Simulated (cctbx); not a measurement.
# Re24MoRu4: as given, inverted or twinned?

Space group I-43m (no. 217), a = 9.4870 Å, b = 9.4870 Å, c = 9.4870 Å, α = 90.00°, β = 90.00°, γ = 90.00°.

| atom | mult. | x | y | z | Ueq (Å²) |
| --- | --- | --- | --- | --- | --- |
| Re1 | 24 | 0.4062 | 0.7852 | 0.4062 | 0.0108 |
| Re2 | 24 | 0.1459 | 0.5361 | 0.1459 | 0.0127 |
| Ru1 | 8 | 0.1794 | 0.8206 | 0.1794 | 0.0127 |
| Mo1 | 2 | 0 | 0 | 0 | 0.0167 |

The model is made up (kin elements in a known structure type, no relaxation), so it says nothing on whether the phase exists.

Data sets are simulated with cctbx and refined with Bijvoet mates kept apart; Flack x is then fitted as the share of an inverted twin with the atoms fixed, Hooft y from the Bijvoet differences. The group is acentric but holds improper operations, so there is an absolute structure (orientation) and no hand.

Untwinned crystal. What Flack and Hooft values should come out?

```csv
λ (Å),extinction (unmodelled),d min (Å),top counts,error (%),model,R1,Flack x,s.u.,Hooft y,s.u.,pairs
0.71073,0,0.77,40000,6,as given,0.0073,0.016,0.011,0.008,0.013,86
0.71073,0,0.77,40000,6,inverted,0.0293,0.973,0.017,1.015,0.014,86
1.54184,0.3,0.83,5000,6,as given,0.0180,-0.50,0.4,-0.334,0.300,67
```

With Mo Kα, x is within 3 s.u. of 0, so the absolute structure is right. With Cu Kα, the s.u. is too large to fix the absolute structure. Inverting the model turns x into about 1 − x.

A further crystal gives:

```
 λ (Å)  extinction (unmodelled)  d min (Å)  top counts  error (%)     model      R1  Flack x   s.u.  Hooft y   s.u.  pairs
0.7749                        0       0.65       70000          3  as given  0.0074    0.145  0.005    0.147  0.004    142
```

**Question.** What is it?

It was simulated as an inversion twin with a fraction 0.15 of the inverted domain. Flack x is over 3 s.u. from both 0 and 1 and reads that fraction.

[Logs are printed without paths, hosts, clocks, repeated set-up lines and the standing remarks that a program may print on its own settings, such as how far it seeks lower states.]
